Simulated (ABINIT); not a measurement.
# MgO (Fm-3m): a self-consistent loop beyond G0W0, cycle by cycle, part 2 of 2

Wanted: G0W0 and self-consistent gaps of MgO (Fm-3m), with the cost of the cycles.

ABINIT 10.8.3; LDA and many-body steps on it, plane waves. Known limits of the many-body steps: not at the basis limit.

So far. Step 14 (QSGW, cycle 4): Against the cycle before, the gap moves by +0.000 eV.

### Step 17. QSGW, cycle 5

This step: QSGW on LDA, plane waves, norm-conserving pseudopotentials.

The input, run.abi:

```
acell 3*1.0 Angstrom
rprim 
  -0.000000000000 2.097001392700 2.097001392700
  2.097001392700 -0.000000000000 2.097001392700
  2.097001392700 2.097001392700 -0.000000000000
ntypat 2
znucl 12 8
natom 2
typat 1 2
xred 
  0.000000000000 0.000000000000 0.000000000000
  0.500000000000 0.500000000000 0.500000000000
pp_dirpath "pseudos"
pseudos "Mg.upf, O.upf"
ecut 38
ngkpt 6 6 6
nshiftk 1
shiftk 0 0 0
kptopt 1
chksymbreak 0
istwfk *1
occopt 1
irdwfk 1
optdriver 4
nband 77
gwcalctyp 28
ecutsigx 38
symsigma 0
nkptgw 16
kptgw 
  0.0000000000 0.0000000000 0.0000000000
  0.1666666667 0.0000000000 0.0000000000
  0.3333333333 0.0000000000 0.0000000000
  0.5000000000 0.0000000000 0.0000000000
  0.1666666667 0.1666666667 0.0000000000
  0.3333333333 0.1666666667 0.0000000000
  0.5000000000 0.1666666667 0.0000000000
  -0.3333333333 0.1666666667 0.0000000000
  -0.1666666667 0.1666666667 0.0000000000
  0.3333333333 0.3333333333 0.0000000000
  0.5000000000 0.3333333333 0.0000000000
  -0.3333333333 0.3333333333 0.0000000000
  0.5000000000 0.5000000000 0.0000000000
  0.5000000000 0.3333333333 0.1666666667
  -0.3333333333 0.3333333333 0.1666666667
  -0.3333333333 0.5000000000 0.1666666667
bdgw 
  1 15
  1 15
  1 15
  1 15
  1 15
  1 15
  1 15
  1 15
  1 15
  1 15
  1 15
  1 15
  1 15
  1 15
  1 15
  1 15
ecuteps 9.7
irdscr 1
ppmodel 1
irdqps 1
rhoqpmix 0.3
indata_prefix "in"
outdata_prefix "out"
tmpdata_prefix "tmp"
```

Launch:

```
> OMP_NUM_THREADS=1 mpirun -n 4 abinit run.abi > log
```

Run time: 9.8 min. Hardware: 4 MPI ranks of Arm Neoverse V1, shared host; peak memory 1.1 GiB; 39 min of CPU time.

Numbers from this step:

* quasiparticle gap on the mesh: 8.876 eV
* gap of the density functional on the mesh: 4.817 eV
* k of the valence top: 0, 0, 0
* k of the conduction bottom: 0, 0, 0
* least direct quasiparticle gap on the computed points: 8.876 eV

Against the cycle before, the gap moves by −0.080 eV.

### Step 18. Screening, 6×6×6 mesh, 77 bands, screening to 264 eV

This step: RPA screening on LDA, plane waves, norm-conserving pseudopotentials.

The input, run.abi:

```
acell 3*1.0 Angstrom
rprim 
  -0.000000000000 2.097001392700 2.097001392700
  2.097001392700 -0.000000000000 2.097001392700
  2.097001392700 2.097001392700 -0.000000000000
ntypat 2
znucl 12 8
natom 2
typat 1 2
xred 
  0.000000000000 0.000000000000 0.000000000000
  0.500000000000 0.500000000000 0.500000000000
pp_dirpath "pseudos"
pseudos "Mg.upf, O.upf"
ecut 38
ngkpt 6 6 6
nshiftk 1
shiftk 0 0 0
kptopt 1
chksymbreak 0
istwfk *1
occopt 1
irdwfk 1
optdriver 3
nband 77
ecuteps 9.7
inclvkb 2
awtr 1
symchi 1
gwcalctyp 28
mbpt_sciss 4.531 eV
nqptdm 1
qptdm 
  0 0 0
indata_prefix "in"
outdata_prefix "out"
tmpdata_prefix "tmp"
```

Elapsed: 3.6 s, on 4 MPI ranks; peak memory 0.61 GiB; 14 s of CPU time.

Numbers from this step:

* ε∞ with local fields, on this mesh, along the program's q direction: 2.527
* the same without local fields: 2.665
* plasma frequency: 34.59 eV
* plane waves in the screening matrix: 169

This screening uses the functional's bands under a rigid shift, the mean opening of the cycle before.

### Step 19. Screening, 6×6×6 mesh, 77 bands, screening to 264 eV

This step: RPA screening on LDA from quasiparticle energies and orbitals, plane waves, norm-conserving pseudopotentials.

run.abi, as its differences from that of step 18:

```diff
@@ -29,7 +29,21 @@
 symchi 1
+irdqps 1
 gwcalctyp 28
-mbpt_sciss 4.531 eV
-nqptdm 1
+nqptdm 15
 qptdm 
-  0 0 0
+  0.1666666667 0.0000000000 0.0000000000
+  0.3333333333 0.0000000000 0.0000000000
+  0.5000000000 0.0000000000 0.0000000000
+  0.1666666667 0.1666666667 0.0000000000
+  0.3333333333 0.1666666667 0.0000000000
+  0.5000000000 0.1666666667 0.0000000000
+  -0.3333333333 0.1666666667 0.0000000000
+  -0.1666666667 0.1666666667 0.0000000000
+  0.3333333333 0.3333333333 0.0000000000
+  0.5000000000 0.3333333333 0.0000000000
+  -0.3333333333 0.3333333333 0.0000000000
+  0.5000000000 0.5000000000 0.0000000000
+  0.5000000000 0.3333333333 0.1666666667
+  -0.3333333333 0.3333333333 0.1666666667
+  -0.3333333333 0.5000000000 0.1666666667
 indata_prefix "in"
```

The input, mrgscr.stdin:

```
2
merged
q0_SCR
out_SCR
1
```

Launch:

```
> OMP_NUM_THREADS=1 mpirun -n 4 abinit run.abi > log; mrgscr < mrgscr.stdin
```

The job ended after 56 s (4 MPI ranks; peak memory 0.69 GiB; 3.8 min of CPU time).

Numbers from this step:

```
plasma frequency                    : 34.59 eV
plane waves in the screening matrix : 169
```

This screening reads the quasiparticle levels of the cycle before.

### Step 20. QSGW, cycle 6

This step: QSGW on LDA, plane waves, norm-conserving pseudopotentials.

run.abi, as its differences from that of step 19:

```diff
@@ -23,12 +23,10 @@
 irdwfk 1
-optdriver 3
+optdriver 4
 nband 77
-ecuteps 9.7
-inclvkb 2
-awtr 1
-symchi 1
-irdqps 1
 gwcalctyp 28
-nqptdm 15
-qptdm 
+ecutsigx 38
+symsigma 0
+nkptgw 16
+kptgw 
+  0.0000000000 0.0000000000 0.0000000000
   0.1666666667 0.0000000000 0.0000000000
@@ -48,2 +46,24 @@
   -0.3333333333 0.5000000000 0.1666666667
+bdgw 
+  1 15
+  1 15
+  1 15
+  1 15
+  1 15
+  1 15
+  1 15
+  1 15
+  1 15
+  1 15
+  1 15
+  1 15
+  1 15
+  1 15
+  1 15
+  1 15
+ecuteps 9.7
+irdscr 1
+ppmodel 1
+irdqps 1
+rhoqpmix 0.3
 indata_prefix "in"
```

Launch:

```
> OMP_NUM_THREADS=1 mpirun -n 4 abinit run.abi > log
```

It took 9.7 min on 4 MPI ranks; peak memory 1.1 GiB.

Numbers from this step:

```yaml
quasiparticle_gap_on_the_mesh: 8.832 eV
gap_of_the_density_functional_on_the_mesh: 4.817 eV
k_of_the_valence_top: 0, 0, 0
k_of_the_conduction_bottom: 0, 0, 0
least_direct_quasiparticle_gap_on_the_computed_points: 8.832 eV
```

Against the cycle before, the gap moves by −0.044 eV.

### Step 21. Screening, 6×6×6 mesh, 77 bands, screening to 264 eV

This step: RPA screening on LDA, plane waves, norm-conserving pseudopotentials.

The input, run.abi:

```
acell 3*1.0 Angstrom
rprim 
  -0.000000000000 2.097001392700 2.097001392700
  2.097001392700 -0.000000000000 2.097001392700
  2.097001392700 2.097001392700 -0.000000000000
ntypat 2
znucl 12 8
natom 2
typat 1 2
xred 
  0.000000000000 0.000000000000 0.000000000000
  0.500000000000 0.500000000000 0.500000000000
pp_dirpath "pseudos"
pseudos "Mg.upf, O.upf"
ecut 38
ngkpt 6 6 6
nshiftk 1
shiftk 0 0 0
kptopt 1
chksymbreak 0
istwfk *1
occopt 1
irdwfk 1
optdriver 3
nband 77
ecuteps 9.7
inclvkb 2
awtr 1
symchi 1
gwcalctyp 28
mbpt_sciss 4.483 eV
nqptdm 1
qptdm 
  0 0 0
indata_prefix "in"
outdata_prefix "out"
tmpdata_prefix "tmp"
```

Run time: 3.8 s. Hardware: 4 MPI ranks; peak memory 0.6 GiB; 15 s of CPU time.

This step gave:

```
ε∞ with local fields, on this mesh, along the program's q direction : 2.531
the same without local fields                                       : 2.670
plasma frequency                                                    : 34.59 eV
plane waves in the screening matrix                                 : 169
```

This screening uses the functional's bands under a rigid shift, the mean opening of the cycle before.

### Step 22. Screening, 6×6×6 mesh, 77 bands, screening to 264 eV

This step: RPA screening on LDA from quasiparticle energies and orbitals, plane waves, norm-conserving pseudopotentials.

run.abi, as its differences from that of step 21:

```diff
@@ -29,7 +29,21 @@
 symchi 1
+irdqps 1
 gwcalctyp 28
-mbpt_sciss 4.483 eV
-nqptdm 1
+nqptdm 15
 qptdm 
-  0 0 0
+  0.1666666667 0.0000000000 0.0000000000
+  0.3333333333 0.0000000000 0.0000000000
+  0.5000000000 0.0000000000 0.0000000000
+  0.1666666667 0.1666666667 0.0000000000
+  0.3333333333 0.1666666667 0.0000000000
+  0.5000000000 0.1666666667 0.0000000000
+  -0.3333333333 0.1666666667 0.0000000000
+  -0.1666666667 0.1666666667 0.0000000000
+  0.3333333333 0.3333333333 0.0000000000
+  0.5000000000 0.3333333333 0.0000000000
+  -0.3333333333 0.3333333333 0.0000000000
+  0.5000000000 0.5000000000 0.0000000000
+  0.5000000000 0.3333333333 0.1666666667
+  -0.3333333333 0.3333333333 0.1666666667
+  -0.3333333333 0.5000000000 0.1666666667
 indata_prefix "in"
```

mrgscr.stdin is that of step 19.

Launch:

```
> OMP_NUM_THREADS=1 mpirun -n 4 abinit run.abi > log; mrgscr < mrgscr.stdin
```

Wall time 57 s (4 MPI ranks); peak memory 0.69 GiB.

Numbers from this step:

```
plasma frequency                    : 34.59 eV
plane waves in the screening matrix : 169
```

This screening reads the quasiparticle levels of the cycle before.

### Step 23. QSGW, cycle 7

This step: QSGW on LDA, plane waves, norm-conserving pseudopotentials.

run.abi, as its differences from that of step 22:

```diff
@@ -23,12 +23,10 @@
 irdwfk 1
-optdriver 3
+optdriver 4
 nband 77
-ecuteps 9.7
-inclvkb 2
-awtr 1
-symchi 1
-irdqps 1
 gwcalctyp 28
-nqptdm 15
-qptdm 
+ecutsigx 38
+symsigma 0
+nkptgw 16
+kptgw 
+  0.0000000000 0.0000000000 0.0000000000
   0.1666666667 0.0000000000 0.0000000000
@@ -48,2 +46,24 @@
   -0.3333333333 0.5000000000 0.1666666667
+bdgw 
+  1 15
+  1 15
+  1 15
+  1 15
+  1 15
+  1 15
+  1 15
+  1 15
+  1 15
+  1 15
+  1 15
+  1 15
+  1 15
+  1 15
+  1 15
+  1 15
+ecuteps 9.7
+irdscr 1
+ppmodel 1
+irdqps 1
+rhoqpmix 0.3
 indata_prefix "in"
```

Launch:

```
> OMP_NUM_THREADS=1 mpirun -n 4 abinit run.abi > log
```

Elapsed: 10 min, on 4 MPI ranks; peak memory 1.1 GiB.

This step gave:

- quasiparticle gap on the mesh: 8.809 eV
- gap of the density functional on the mesh: 4.817 eV
- k of the valence top: 0, 0, 0
- k of the conduction bottom: 0, 0, 0
- least direct quasiparticle gap on the computed points: 8.809 eV

Against the cycle before, the gap moves by −0.023 eV.

### Step 24. Screening, 6×6×6 mesh, 77 bands, screening to 264 eV

This step: RPA screening on LDA, plane waves, norm-conserving pseudopotentials.

The input, run.abi:

```
acell 3*1.0 Angstrom
rprim 
  -0.000000000000 2.097001392700 2.097001392700
  2.097001392700 -0.000000000000 2.097001392700
  2.097001392700 2.097001392700 -0.000000000000
ntypat 2
znucl 12 8
natom 2
typat 1 2
xred 
  0.000000000000 0.000000000000 0.000000000000
  0.500000000000 0.500000000000 0.500000000000
pp_dirpath "pseudos"
pseudos "Mg.upf, O.upf"
ecut 38
ngkpt 6 6 6
nshiftk 1
shiftk 0 0 0
kptopt 1
chksymbreak 0
istwfk *1
occopt 1
irdwfk 1
optdriver 3
nband 77
ecuteps 9.7
inclvkb 2
awtr 1
symchi 1
gwcalctyp 28
mbpt_sciss 4.462 eV
nqptdm 1
qptdm 
  0 0 0
indata_prefix "in"
outdata_prefix "out"
tmpdata_prefix "tmp"
```

Elapsed: 4 s, on 4 MPI ranks; peak memory 0.58 GiB.

Numbers from this step:

```yaml
eps_infinity_with_local_fields_on_this_mesh_along_the_program_s_q_direction: 2.533
the_same_without_local_fields: 2.672
plasma_frequency: 34.59 eV
plane_waves_in_the_screening_matrix: 169
```

This screening uses the functional's bands under a rigid shift, the mean opening of the cycle before.

### Step 25. Screening, 6×6×6 mesh, 77 bands, screening to 264 eV

This step: RPA screening on LDA from quasiparticle energies and orbitals, plane waves, norm-conserving pseudopotentials.

run.abi, as its differences from that of step 24:

```diff
@@ -29,7 +29,21 @@
 symchi 1
+irdqps 1
 gwcalctyp 28
-mbpt_sciss 4.462 eV
-nqptdm 1
+nqptdm 15
 qptdm 
-  0 0 0
+  0.1666666667 0.0000000000 0.0000000000
+  0.3333333333 0.0000000000 0.0000000000
+  0.5000000000 0.0000000000 0.0000000000
+  0.1666666667 0.1666666667 0.0000000000
+  0.3333333333 0.1666666667 0.0000000000
+  0.5000000000 0.1666666667 0.0000000000
+  -0.3333333333 0.1666666667 0.0000000000
+  -0.1666666667 0.1666666667 0.0000000000
+  0.3333333333 0.3333333333 0.0000000000
+  0.5000000000 0.3333333333 0.0000000000
+  -0.3333333333 0.3333333333 0.0000000000
+  0.5000000000 0.5000000000 0.0000000000
+  0.5000000000 0.3333333333 0.1666666667
+  -0.3333333333 0.3333333333 0.1666666667
+  -0.3333333333 0.5000000000 0.1666666667
 indata_prefix "in"
```

mrgscr.stdin is that of step 22.

Launch:

```
> OMP_NUM_THREADS=1 mpirun -n 4 abinit run.abi > log; mrgscr < mrgscr.stdin
```

It took 59 s on 4 MPI ranks; peak memory 0.69 GiB; 3.9 min of CPU time.

This step gave:

| Item | Value |
| --- | --- |
| plasma frequency | 34.59 eV |
| plane waves in the screening matrix | 169 |

This screening reads the quasiparticle levels of the cycle before.

### Step 26. QSGW, cycle 8

This step: QSGW on LDA, plane waves, norm-conserving pseudopotentials.

run.abi, as its differences from that of step 25:

```diff
@@ -23,12 +23,10 @@
 irdwfk 1
-optdriver 3
+optdriver 4
 nband 77
-ecuteps 9.7
-inclvkb 2
-awtr 1
-symchi 1
-irdqps 1
 gwcalctyp 28
-nqptdm 15
-qptdm 
+ecutsigx 38
+symsigma 0
+nkptgw 16
+kptgw 
+  0.0000000000 0.0000000000 0.0000000000
   0.1666666667 0.0000000000 0.0000000000
@@ -48,2 +46,24 @@
   -0.3333333333 0.5000000000 0.1666666667
+bdgw 
+  1 15
+  1 15
+  1 15
+  1 15
+  1 15
+  1 15
+  1 15
+  1 15
+  1 15
+  1 15
+  1 15
+  1 15
+  1 15
+  1 15
+  1 15
+  1 15
+ecuteps 9.7
+irdscr 1
+ppmodel 1
+irdqps 1
+rhoqpmix 0.3
 indata_prefix "in"
```

Launch:

```
> OMP_NUM_THREADS=1 mpirun -n 4 abinit run.abi > log
```

Run time: 9.9 min. Hardware: 4 MPI ranks; peak memory 1.1 GiB; 39 min of CPU time.

This step gave:

| Item | Value |
| --- | --- |
| quasiparticle gap on the mesh | 8.815 eV |
| gap of the density functional on the mesh | 4.817 eV |
| k of the valence top | 0, 0, 0 |
| k of the conduction bottom | 0, 0, 0 |
| least direct quasiparticle gap on the computed points | 8.815 eV |

Against the cycle before, the gap moves by +0.006 eV.

### Step 27. Side by side

Times are wall times on 4 MPI ranks of Arm Neoverse V1, shared host, good to a factor of about two. A run's time includes the screening step that it read.

```csv
run,mesh,bands,screening cutoff (eV),DFT gap (eV),gap on the mesh (eV),direct (eV),ε∞ used,time
G0W0,6×6×6,77,264,4.817,7.507,7.507,3.08,71 s
"QSGW, cycle 1",6×6×6,77,264,4.817,8.068,8.068,3.08,11 min
"QSGW, cycle 2",6×6×6,77,264,4.817,8.750,8.750,2.60,11 min
"QSGW, cycle 3",6×6×6,77,264,4.817,8.956,8.956,2.54,11 min
"QSGW, cycle 4",6×6×6,77,264,4.817,8.956,8.956,2.52,11 min
"QSGW, cycle 5",6×6×6,77,264,4.817,8.876,8.876,2.52,11 min
"QSGW, cycle 6",6×6×6,77,264,4.817,8.832,8.832,2.53,11 min
"QSGW, cycle 7",6×6×6,77,264,4.817,8.809,8.809,2.53,11 min
"QSGW, cycle 8",6×6×6,77,264,4.817,8.815,8.815,2.53,11 min
```

### Step 28. Summary of results

```json
{"G0W0": "7.507 eV", "QSGW, cycle 1": "8.068 eV", "QSGW, cycle 2": "8.750 eV", "QSGW, cycle 3": "8.956 eV", "QSGW, cycle 4": "8.956 eV", "QSGW, cycle 5": "8.876 eV", "QSGW, cycle 6": "8.832 eV", "QSGW, cycle 7": "8.809 eV", "QSGW, cycle 8": "8.815 eV", "known limits": "not at the basis limit"}
```

**Reading.** Only the bands that the input lists are updated; the others, empty or deep, keep the functional's energies or take a rigid shift. QSGW ends at 8.82 eV, +1.31 eV from G0W0, after 8 cycles that took 87 min beside the first screening; the last moved the gap by 0.006 eV. Against experiment, by QSGW, cycle 8: the gap of 8.82 eV lies +0.99 eV from the measured 7.83 eV (kind not stated, quoted 2009). These are gaps on the mesh, at modest bands and cutoff. The calculation has static nuclei and no excitons; a measured gap holds zero-point and thermal motion, which mostly lowers it. Bands and cutoff are finite, so the gap is not at the basis limit. The miss can reach some tenths of an eV and take either sign; the mesh is an error of its own. In the updated screening the q = 0 part is built from Kohn-Sham bands under a rigid shift, the other q from the quasiparticle levels.

[Paths, hosts, dates, memory and timing lines, banners, echoed tables and standing remarks are left out of the program output.]

[Logs are printed without paths, hosts, clocks, repeated set-up lines and the standing remarks that a program may print on its own settings, such as how far it seeks lower states.]

[Runs of the session that timed out or met a known fault of the program may be left out.]

[Hosts, paths, dates, database ids (printed as entryN), source tags and the programs' standing remarks are cut or masked in the printed files.]

[G0W0 gaps are taken among the corrected bands and points alone; a level outside them can change the order at an edge.]

[Where Ansatz stands beside ABINIT at settings called matched, ABINIT's density can come from a denser mesh and the files from another edition; pairs whose starting gaps differed by over 0.03 eV were left out, so agreement reads better than it is.]
